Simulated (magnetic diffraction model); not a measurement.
**MgMn2Sn2S6: what an assumed order does to the neutron pattern**

Space group P-1 (no. 2), a = 6.4860 Å, b = 6.5405 Å, c = 7.2510 Å, α = 66.26°, β = 65.05°, γ = 61.55°.

| site | atom | x | y | z |
| --- | --- | --- | --- | --- |
| 2i | Sn | 0.8292 | 0.8154 | 0.5368 |
| 2i | Mn | 0.6233 | 0.6277 | 0.1247 |
| 2i | S | 0.5742 | 0.1846 | 0.2746 |
| 2i | S | 0.1911 | 0.9513 | 0.2775 |
| 2i | S | 0.9791 | 0.5817 | 0.2683 |
| 1a | Mg | 0 | 0 | 0 |

The compound is invented for this exercise: a known structure type with other elements, its cell scaled to their sizes and not relaxed.

Only Mn is taken to order (form factors of Mn2+); orders and moment sizes are assumed, and not adapted to the symmetry. Radiation: neutrons of λ = 2.567 Å, 3° to 50°; isotropic B of 0.53 Å² (Sn), 0.81 Å² (Mn), 0.79 Å² (S) and 0.8 Å² (Mg). Simulated constant-wavelength pattern: nuclear and magnetic terms add, the magnetic one as |2.695 fm × Σ f S⊥ exp(2πi Q·r) exp(−B s²)|², summed over all Q at one angle with the factor 1/(sin²θ cos θ). For collinear order S is the moment m, which repeats by lattice and centring translations R with the sign exp(−2πi k·R). Free-ion form factors, Sears's scattering lengths of 1992, no absorption; a label names one of the reflections at its angle. The strongest nuclear line in the range is 100, and lines under 0.2 are left out.

Assume the order k = (0 0 0), collinear moments along [001], 3.86 μB on Mn; signs + at (0.6233, 0.6277, 0.1247), − at (0.3767, 0.3723, 0.8753).

Q: Where does magnetic intensity appear, and how strong is it?

```csv
2θ (°),index,nuclear,magnetic
23.28,(0 0 1),76.9,15.7
26.68,(0 1 0),93.2,52.2
27.17,(1 0 0),100.0,47.4
27.98,(1 1 1),93.5,20.8
30.31,(1 1 0),2.9,75.1
30.41,(1 0 1),5.5,40.6
30.77,(0 1 1),2.8,40.2
40.09,(0 1 -1),14.4,0.0
41.06,(1 0 -1),15.7,0.0
42.26,(1 1 2),14.5,0.0
45.32,(1 -1 0),0.3,0.0
46.29,(1 2 1),0.8,0.0
46.65,(2 1 1),1.3,0.0
47.11,(1 1 -1),4.1,10.1
47.61,(0 0 2),0.0,5.5
47.76,(1 0 2),7.1,2.9
48.55,(0 1 2),5.2,2.9
```

The strongest magnetic line in the range is (1 1 0) at 30.31° (75.1). On top of the Lorentz factor, which all lines share, magnetic lines fade with angle because f falls: for Mn2+ it is 0.90, 0.66, 0.41 and 0.12 at sin θ/λ = 0.1, 0.2, 0.3 and 0.5 Å⁻¹, while nuclear lengths stay constant. The order has no net moment.

[Logs are printed without paths, hosts, clocks, repeated set-up lines and the standing remarks that a program may print on its own settings, such as how far it seeks lower states.]
